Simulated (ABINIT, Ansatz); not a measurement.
**Lattice dynamics of Aluminum (Fm-3m) in two programs**

Aim: the phonon dispersion of Aluminum (Fm-3m), checked by a second program.

Calculated with ABINIT 10.8.3; DFT LDA, scalar-relativistic, plane waves, PseudoDojo norm-conserving pseudopotentials.

## Step 1: Starting point

It takes space group Fm-3m (No. 225, cubic). Conventional cell: a = 3.976 Å, b = 3.976 Å, c = 3.976 Å, α = 90.00°, β = 90.00°, γ = 90.00°. Al has 12 Al at 2.81 Å nearest.

## Step 2: Relaxation

The harmonic expansion needs vanishing forces, and a free crystal bears no stress, so cell and atoms are brought to rest. Stress is more sensitive to the basis than forces are: the last 3 Ha under the cutoff are smoothed with ecutsm, and the cutoff is raised above that of the later runs.

The starting cell comes from a relaxation made beforehand in Ansatz (LDA, PseudoDojo NC).

The input, relax.abi:

```
# relaxation
ionmov 2
optcell 2
dilatmx 1.08
ntime 40
tolmxf 1.0d-05
tolvrs 1.0d-14
prtwf 0
prtden 0
chksymtnons 0

# basis, mesh and filling
ecut 21.0
ecutsm 3.0
ngkpt 14 14 14
nshiftk 1
shiftk 0.0 0.0 0.0
istwfk *1
occopt 7
tsmear 0.01
nband 6
nstep 100
diemac 1000000.0
prtebands 0
prtgsr 0
useylm 1

# cell and atoms
acell 3*1.0 Angstrom
rprim 
    0.0 1.988033456 1.988033456
    1.988033456 0.0 1.988033456
    1.988033456 1.988033456 0.0
ntypat 1
znucl 13
natom 1
typat 1
xred 
    0.0 0.0 0.0
pp_dirpath "./pseudo"
pseudos "Al.upf"
```

The run is started by

```bash
$ OMP_NUM_THREADS=1 mpirun -n 2 abinit relax.abi > relax.log
```

Numbers of over 12 decimals in the logs are rounded to 6 here.

relax.abo, the main output file:

```text
[banners, grids, parts of the stress and lines that vanish by symmetry left out]
- input  file    -> relax.abi
- output file    -> relax.abo
- root for input  files -> relaxi
[...]
Symmetries : space group Fm -3 m (#225); Bravais cF (face-center cubic)
[...]
mpw =         636          nfft =       13824          nkpt =         104
[...]
== DATASET  1 ==================================================================
[...]
cutoff_energies: {ecut:  21.0, pawecutdg:  -1.0, }
[...]
ETOT  1  -2.361701    -2.362E+00 6.411E-02 9.462E-01
 ETOT  2  -2.363200    -1.498E-03 3.004E-03 4.610E-02
 ETOT  3  -2.363205    -5.072E-06 1.373E-03 1.028E-04
 ETOT  4  -2.363205    -1.372E-08 6.131E-04 4.354E-07
 ETOT  5  -2.363205    -6.994E-11 6.243E-04 3.994E-09
[...]
At SCF step    8       vres2   =  2.30E-17 < tolvrs=  1.00E-14 =>converged.
[...]
sigma(1 1)= -2.80376079E-06  sigma(3 2)=  0.00000000E+00
  sigma(2 2)= -2.80376079E-06  sigma(3 1)=  0.00000000E+00
  sigma(3 3)= -2.80376079E-06  sigma(2 1)=  0.00000000E+00
[...]
convergence: {deltae: -4.885E-15, res2:  2.298E-17, residm:  2.310E-04, diffor: null, }
etotal    :  -2.36320468E+00
[...]
ETOT  1  -2.363205    -2.363E+00 2.533E-04 3.706E-07
[...]
At SCF step    5       vres2   =  7.86E-16 < tolvrs=  1.00E-14 =>converged.
[...]
sigma(1 1)= -2.08974821E-06  sigma(3 2)=  0.00000000E+00
  sigma(2 2)= -2.08974821E-06  sigma(3 1)=  0.00000000E+00
  sigma(3 3)= -2.08974821E-06  sigma(2 1)=  0.00000000E+00
[...]
convergence: {deltae:  4.752E-14, res2:  7.857E-16, residm:  1.435E-04, diffor: null, }
etotal    :  -2.36320474E+00
[...]
ETOT  1  -2.363205    -2.363E+00 8.169E-05 3.182E-06
[...]
ETOT  4  -2.363205    -7.994E-14 2.254E-05 1.033E-12
 ETOT  5  -2.363205     3.508E-14 1.480E-05 6.779E-15
 At SCF step    5       vres2   =  6.78E-15 < tolvrs=  1.00E-14 =>converged.
[...]
sigma(1 1)= -3.07441306E-09  sigma(3 2)=  0.00000000E+00
  sigma(2 2)= -3.07441306E-09  sigma(3 1)=  0.00000000E+00
  sigma(3 3)= -3.07441306E-09  sigma(2 1)=  0.00000000E+00
[...]
convergence: {deltae:  3.508E-14, res2:  6.779E-15, residm:  1.480E-05, diffor: null, }
etotal    :  -2.36320483E+00
[...]
At Broyd/MD step   3, gradients are converged :
[...]
sigma(1 1)= -3.07441306E-09  sigma(3 2)=  0.00000000E+00
  sigma(2 2)= -3.07441306E-09  sigma(3 1)=  0.00000000E+00
  sigma(3 3)= -3.07441306E-09  sigma(2 1)=  0.00000000E+00
[...]
- sigma(1 1)= -9.04523552E-05  sigma(3 2)=  0.00000000E+00
- sigma(2 2)= -9.04523552E-05  sigma(3 1)=  0.00000000E+00
- sigma(3 3)= -9.04523552E-05  sigma(2 1)=  0.00000000E+00
[...]
fcart     -0.0000000000E+00 -0.0000000000E+00 -0.0000000000E+00
           strten     -3.0744130645E-09 -3.0744130644E-09 -3.0744130643E-09
================================================================================

[key lines of the parts left out:]
pressure_GPa:   9.0452E-05
Total energy (etotal) [Ha]= -2.36320482608784E+00
```

Run time: 16 s. Hardware: 2 MPI ranks of Intel Xeon at 2.70GHz, shared host.

Little changed from the start: no atom moved by 0.005 Å and no cell edge by 0.1 %.

Read from the output:

* volume per atom: 15.73 Å³
* pressure: 9.05e-5 GPa
* gap on the k-mesh: 0 eV

## Step 3: Self-consistent run for the response

The response is built on these wavefunctions, so the potential is converged far more tightly than an energy would need. Occupations are smeared.

The input, gs.abi:

```
# ground state
tolvrs 1.0d-16
prtden 1
prtwf 1

# basis, mesh and filling
ecut 16.0
ngkpt 16 16 16
nshiftk 1
shiftk 0.0 0.0 0.0
istwfk *1
occopt 7
tsmear 0.01
nband 6
nstep 100
diemac 1000000.0
prtebands 0
prtgsr 0
useylm 1

# cell and atoms
acell 3*1.0 Angstrom
rprim 
    0.0 1.988690573 1.988690573
    1.988690573 0.0 1.988690573
    1.988690573 1.988690573 0.0
ntypat 1
znucl 13
natom 1
typat 1
xred 
    0.0 0.0 0.0
pp_dirpath "./pseudo"
pseudos "Al.upf"
```

The run is started by

```bash
$ OMP_NUM_THREADS=1 mpirun -n 2 abinit gs.abi > gs.log
```

gs.abo, the main output file:

```text
[banners, grids, parts of the stress and lines that vanish by symmetry left out]
- input  file    -> gs.abi
- output file    -> gs.abo
- root for input  files -> gsi
[...]
Symmetries : space group Fm -3 m (#225); Bravais cF (face-center cubic)
[...]
mpw =         332          nfft =        8000          nkpt =         145
[...]
== DATASET  1 ==================================================================
[...]
cutoff_energies: {ecut:  16.0, pawecutdg:  -1.0, }
[...]
ETOT  1  -2.362437    -2.362E+00 7.624E-02 5.664E-01
 ETOT  2  -2.363462    -1.024E-03 3.959E-03 2.338E-02
 ETOT  3  -2.363466    -4.455E-06 2.516E-03 7.735E-05
 ETOT  4  -2.363466    -2.096E-08 2.481E-03 2.265E-07
 ETOT  5  -2.363466    -4.818E-11 2.847E-04 2.408E-09
 ETOT  6  -2.363466    -6.493E-13 2.016E-04 6.426E-12
 ETOT  7  -2.363466     1.910E-14 5.573E-05 1.710E-14
 ETOT  8  -2.363466    -8.882E-16 6.513E-05 8.987E-18
 At SCF step    8       vres2   =  8.99E-18 < tolvrs=  1.00E-16 =>converged.
[...]
sigma(1 1)=  2.43273341E-06  sigma(3 2)=  0.00000000E+00
  sigma(2 2)=  2.43273341E-06  sigma(3 1)=  0.00000000E+00
  sigma(3 3)=  2.43273341E-06  sigma(2 1)=  0.00000000E+00
[...]
convergence: {deltae: -8.882E-16, res2:  8.987E-18, residm:  6.513E-05, diffor: null, }
etotal    :  -2.36346625E+00
[...]
sigma(1 1)=  2.43273341E-06  sigma(3 2)=  0.00000000E+00
  sigma(2 2)=  2.43273341E-06  sigma(3 1)=  0.00000000E+00
  sigma(3 3)=  2.43273341E-06  sigma(2 1)=  0.00000000E+00
[...]
- sigma(1 1)=  7.15734880E-02  sigma(3 2)=  0.00000000E+00
- sigma(2 2)=  7.15734880E-02  sigma(3 1)=  0.00000000E+00
- sigma(3 3)=  7.15734880E-02  sigma(2 1)=  0.00000000E+00
[...]
fcart     -0.0000000000E+00 -0.0000000000E+00 -0.0000000000E+00
           strten      2.4327334115E-06  2.4327334115E-06  2.4327334115E-06
================================================================================

[key lines of the parts left out:]
pressure_GPa:  -7.1573E-02
```

Run time: 5.7 s. Hardware: 2 MPI ranks.

This step gave:

| Item | Value |
| --- | --- |
| pressure | -0.07157 GPa |

The cell stands at -0.072 GPa, close enough for phonons.

## Step 4: Linear response at Γ

At q = 0 one unit cell holds all displacements. The response is solved for single atoms along the cell's directions, and symmetry skips those that follow from others. The crystal is treated as a metal, which screens a static field, so no field response is asked.

The input, dfpt_gamma.abi:

```

# common to the responses
getwfk_filepath "gso_WFK"
kptopt 2
nqpt 1
qpt 0.0 0.0 0.0
asr 0
chneut 0

# displacements
rfphon 1
rfatpol 1 1
rfdir 1 1 1
tolvrs 1.0d-10
prtwf 0

# basis, mesh and filling
ecut 16.0
ngkpt 16 16 16
nshiftk 1
shiftk 0.0 0.0 0.0
istwfk *1
occopt 7
tsmear 0.01
nband 6
nstep 100
diemac 1000000.0
prtebands 0
prtgsr 0
useylm 1

# cell and atoms
acell 3*1.0 Angstrom
rprim 
    0.0 1.988690573 1.988690573
    1.988690573 0.0 1.988690573
    1.988690573 1.988690573 0.0
ntypat 1
znucl 13
natom 1
typat 1
xred 
    0.0 0.0 0.0
pp_dirpath "./pseudo"
pseudos "Al.upf"
```

The run is started by

```bash
$ OMP_NUM_THREADS=1 mpirun -n 2 abinit dfpt_gamma.abi > dfpt_gamma.log
```

dfpt_gamma.abo, the main output file:

```text
[banners, grids, parts of the stress and lines that vanish by symmetry left out]
- input  file    -> dfpt_gamma.abi
- output file    -> dfpt_gamma.abo
- root for input  files -> dfpt_gammai
- root for output files -> dfpt_gammao

 Symmetries : space group Fm -3 m (#225); Bravais cF (face-center cubic)
================================================================================
 Values of the parameters that define the memory need of the present run (RF).
     intxc =       0      iscf =       7    lmnmax =      18     lnmax =       6
     mgfft =      20  mpssoang =       3    mqgrid =    3001     natom =       1
  nloc_mem =       1    nspden =       1   nspinor =       1    nsppol =       1
      nsym =      48    n1xccc =    2501    ntypat =       1    occopt =       7
   xclevel =       1
-    mband =           6        mffmem =           1         mkmem =        1026
-   mkqmem =        1026        mk1mem =        1026           mpw =         332
      nfft =        8000          nkpt =        2052
- my_mband =           6
================================================================================
================================================================================

--------------------------------------------------------------------------------
------------- Echo of variables that govern the present computation ------------
--------------------------------------------------------------------------------
-
- outvars: echo of selected default values
-   iomode0 =  0 , fftalg0 =312 , wfoptalg0 =  0
-
- outvars: echo of global parameters not present in the input file
-  max_nthreads =    1
-
 -outvars: echo values of preprocessed input variables --------
            acell      1.8897261259E+00  1.8897261259E+00  1.8897261259E+00 Bohr
              amu      2.69815390E+01
              asr           0
           chneut           0
             ecut      1.60000000E+01 Hartree
-          fftalg         312
           istwfk        1    0    0    0    0    0    0    0    1    0
                         0    0    0    0    0    0    0    0    0    0
                         0    0    0    0    0    0    0    0    0    0
                         0    0    0    0    0    0    0    0    0    0
                         0    0    0    0    0    0    0    0    0    0
                       outvar_i_n : Printing only first  50 k-points.
              ixc       -1012
              kpt      0.00000000E+00  0.00000000E+00  0.00000000E+00
                       6.25000000E-02  0.00000000E+00  0.00000000E+00
                       1.25000000E-01  0.00000000E+00  0.00000000E+00
                       1.87500000E-01  0.00000000E+00  0.00000000E+00
                       [...]
                       outvar_i_n : Printing only first  50 k-points.
           kptopt           2
         kptrlatt       16    0    0      0   16    0      0    0   16
          kptrlen      8.50356553E+01
P           mkmem        1026
P          mkqmem        1026
P          mk1mem        1026
            natom           1
            nband           6
           nbdbuf           2
            ngfft          20      20      20
             nkpt        2052
             nqpt           1
            nstep         100
             nsym          48
           ntypat           1
              occ      2.000000  1.000000  0.000000  0.000000  0.000000  0.000000
                       2.000000  1.000000  0.000000  0.000000  0.000000  0.000000
                       2.000000  1.000000  0.000000  0.000000  0.000000  0.000000
                       2.000000  1.000000  0.000000  0.000000  0.000000  0.000000
                       [...]
                       prtocc : prtvol=0, do not print more k-points.
           occopt           7
        optdriver           1
        prtebands           0
           prtgsr           0
           prtpot           1
            prtwf           0
           rfphon           1
            rprim      0.0000000000E+00  1.9886905730E+00  1.9886905730E+00
                       1.9886905730E+00  0.0000000000E+00  1.9886905730E+00
                       1.9886905730E+00  1.9886905730E+00  0.0000000000E+00
          spgroup         225
           symrel      1  0  0   0  1  0   0  0  1      -1  0  0   0 -1  0   0  0 -1
                       0 -1  1   0 -1  0   1 -1  0       0  1 -1   0  1  0  -1  1  0
                      -1  0  0  -1  0  1  -1  1  0       1  0  0   1  0 -1   1 -1  0
                       0  1 -1   1  0 -1   0  0 -1       0 -1  1  -1  0  1   0  0  1
                       [...]
           tolvrs      1.00000000E-10
            typat      1
           useylm           1
              wtk        0.00024    0.00049    0.00049    0.00049    0.00049    0.00049
                         0.00049    0.00049    0.00024    0.00049    0.00049    0.00049
                         0.00049    0.00049    0.00049    0.00049    0.00049    0.00049
                         0.00049    0.00049    0.00049    0.00049    0.00049    0.00049
                       [...]
                       outvars : Printing only first  50 k-points.
            znucl       13.00000

================================================================================

 chkinp: Checking input parameters for consistency.

================================================================================
== DATASET  1 ==================================================================
-   mpi_nproc: 2, omp_nthreads: 1 (-1 if OMP is not activated)

--- !DatasetInfo
iteration_state: {dtset: 1, }
dimensions: {natom: 1, nkpt: 2052, mband: 6, nsppol: 1, nspinor: 1, nspden: 1, mpw: 332, }
cutoff_energies: {ecut:  16.0, pawecutdg:  -1.0, }
electrons: {nelect:   3.00000000E+00, charge:   0.00000000E+00, occopt:   7.00000000E+00, tsmear:   1.00000000E-02, }
meta: {optdriver: 1, rfphon: 1, }
...

 mkfilename: getwfk from: gso_WFK

 Real(R)+Recip(G) space primitive vectors, cartesian coordinates (Bohr,Bohr^-1):
 R(1)=  0.0000000  3.7580805  3.7580805  G(1)= -0.1330466  0.1330466  0.1330466
 R(2)=  3.7580805  0.0000000  3.7580805  G(2)=  0.1330466 -0.1330466  0.1330466
 R(3)=  3.7580805  3.7580805  0.0000000  G(3)=  0.1330466  0.1330466 -0.1330466
 Unit cell volume ucvol=  1.0615202E+02 bohr^3
 Angles (23,13,12)=  6.00000000E+01  6.00000000E+01  6.00000000E+01 degrees
 setup1 : take into account q-point for computing boxcut.

 getcut: wavevector=  0.0000  0.0000  0.0000  ngfft=  20  20  20
         ecut(hartree)=     16.000   => boxcut(ratio)=   2.08989

--- Pseudopotential description ------------------------------------------------
- pspini: atom type   1  psp file is ./pseudo/Al.upf

   1.72317429E+00                                ecore*ucvol(ha*bohr**3)
--------------------------------------------------------------------------------

 ==>  initialize data related to q vector <==

 The list of irreducible perturbations for this q vector is:
    1)    idir= 1    ipert=   1

================================================================================

 The perturbation idir=   2  ipert=   1 is
 symmetric of a previously calculated perturbation.
 So, its SCF calculation is not needed.

 The perturbation idir=   3  ipert=   1 is
 symmetric of a previously calculated perturbation.
 So, its SCF calculation is not needed.

--------------------------------------------------------------------------------
 Perturbation wavevector (in red.coord.)   0.000000  0.000000  0.000000
 Perturbation : displacement of atom   1   along direction   1
 Found     4 symmetries that leave the perturbation invariant.
 symkpt : the number of k-points, thanks to the symmetries,
 is reduced to   621 .

--------------------------------------------------------------------------------

--------------------------------------------------------------------------------

 dfpt_looppert : total number of electrons, from k and k+q
  fully or partially occupied states are    3.000000E+00 and    3.000000E+00.
 Initialisation of the first-order wave-functions :
  ireadwf=   0

--- !BeginCycle
iteration_state: {dtset: 1, }
solver: {iscf: 7, nstep: 100, nline: 4, wfoptalg: 0, }
tolerances: {tolvrs: 1.00E-10, }
...

     iter   2DEtotal(Ha)        deltaE(Ha) residm    vres2
-ETOT  1  9.37197992228311E-03 -1.243E+01 1.704E+00 1.079E+01
 ETOT  2  1.06671762272637E-04 -9.265E-03 1.316E-02 1.173E-01
 ETOT  3  4.77529700537715E-06 -1.019E-04 7.843E-04 3.229E-04
 ETOT  4  4.56131034587415E-06 -2.140E-07 2.005E-05 7.652E-07
 ETOT  5  4.56103323420720E-06 -2.771E-10 7.907E-07 2.772E-09
 ETOT  6  4.56103213286596E-06 -1.098E-12 6.042E-08 1.048E-11

 At SCF step    6       vres2   =  1.05E-11 < tolvrs=  1.00E-10 =>converged.
================================================================================

 ----iterations are completed or convergence reached----

 Mean square residual over all n,k,spin=   58.095E-12; max=  60.425E-09

 Thirteen components of 2nd-order total energy (hartree) are
 1,2,3: 0th-order hamiltonian combined with 1st-order wavefunctions
     kin0=   1.10118776E+01 eigvalue=  -5.69770528E-01  local=  -6.59410079E+00
 4,5,6: 1st-order hamiltonian combined with 1st and 0th-order wfs
 loc psp =   1.60578070E+01  Hartree=   2.69524504E-01     xc=  -2.63915941E-01
 note that "loc psp" includes a xc core correction that could be resolved
 7,8,9: eventually, occupation + non-local contributions
    edocc=   6.13154517E-01     enl0=   7.97452383E+00   enl1=  -4.09403934E+01
 1-9 gives the relaxation energy (to be shifted if some occ is /=2.0)
   erelax=  -1.24412933E+01
 10,11,12 Non-relaxation  contributions : frozen-wavefunctions and Ewald
 fr.local=  -7.42412353E+00 fr.nonlo=   2.04702177E+01  Ewald=   0.00000000E+00
 13,14 Frozen wf xc core corrections (1) and (2)
 frxc 1  =  -2.70315805E+00  frxc 2 =   2.09836167E+00
 Resulting in :
 2DEtotal=    0.4561032140E-05 Ha. Also 2DEtotal=    0.124112007241E-03 eV
    (2DErelax=   -1.2441293260E+01 Ha. 2DEnonrelax=    1.2441297821E+01 Ha)
    (  non-var. 2DEtotal :    4.6126395978E-06 Ha)

================================================================================

 ---- first-order wavefunction calculations are completed ----

 ==> Compute Derivative Database <==

  2nd-order matrix (non-cartesian coordinates, masses not included,
   asr not included )
     j1       j2             matrix element
  dir pert dir pert     real part     imaginary part

   1    1   1    1         0.0000046124         0.0000000000
   1    1   2    1         0.0000023062         0.0000000000
   1    1   3    1         0.0000023062         0.0000000000
   1    1   2    3         0.0000000000         0.0000000000
   1    1   3    3         0.0000000000         0.0000000000

   2    1   1    1         0.0000023062         0.0000000000
   2    1   2    1         0.0000046124         0.0000000000
   2    1   3    1         0.0000023062         0.0000000000
   2    1   1    3         0.0000000000         0.0000000000
   2    1   3    3         0.0000000000         0.0000000000

   3    1   1    1         0.0000023062         0.0000000000
   3    1   2    1         0.0000023062         0.0000000000
   3    1   3    1         0.0000046124         0.0000000000
   3    1   1    3         0.0000000000         0.0000000000
   3    1   2    3         0.0000000000         0.0000000000

   1    3   2    1         0.0000000000         0.0000000000
   1    3   3    1         0.0000000000         0.0000000000

   2    3   1    1         0.0000000000         0.0000000000
   2    3   3    1         0.0000000000         0.0000000000

   3    3   1    1         0.0000000000         0.0000000000
   3    3   2    1         0.0000000000         0.0000000000

  Dynamical matrix, in cartesian coordinates,
   if specified in the inputs, asr has been imposed
     j1       j2             matrix element
  dir pert dir pert     real part    imaginary part

   1    1   1    1         0.0000001633         0.0000000000
   1    1   2    1        -0.0000000000         0.0000000000
   1    1   3    1        -0.0000000000         0.0000000000

   2    1   1    1        -0.0000000000         0.0000000000
   2    1   2    1         0.0000001633         0.0000000000
   2    1   3    1        -0.0000000000         0.0000000000

   3    1   1    1        -0.0000000000         0.0000000000
   3    1   2    1        -0.0000000000         0.0000000000
   3    1   3    1         0.0000001633         0.0000000000

  Phonon wavevector (reduced coordinates) :  0.00000  0.00000  0.00000
 Phonon energies in Hartree :
   1.822085E-06  1.822085E-06  1.822086E-06
 Phonon frequencies in cm-1    :
-  3.999014E-01  3.999015E-01  3.999016E-01

== END DATASET(S) ==============================================================
================================================================================

 -outvars: echo values of variables after computation
            acell      1.8897261259E+00  1.8897261259E+00  1.8897261259E+00 Bohr
           etotal      4.5610321329E-06
            fcart      0.0000000000E+00  0.0000000000E+00  0.0000000000E+00
           strten      0.0000000000E+00  0.0000000000E+00  0.0000000000E+00
================================================================================
```

The job ended after 11 s (2 MPI ranks; 22 s of CPU time).

With one atom there are acoustic modes alone, which should vanish; they come out at 0.40 cm⁻¹ in size, the error that the sum rule removes later.

(Part 1 of 3 ends here.)

[Host names and launcher messages were left out of these logs when they were recorded.]

[Logs are printed without paths, hosts, clocks, repeated set-up lines and the standing remarks that a program may print on its own settings, such as how far it seeks lower states.]

[Hosts, paths, dates, database ids (printed as entryN), source tags and the programs' standing remarks are cut or masked in the printed files.]
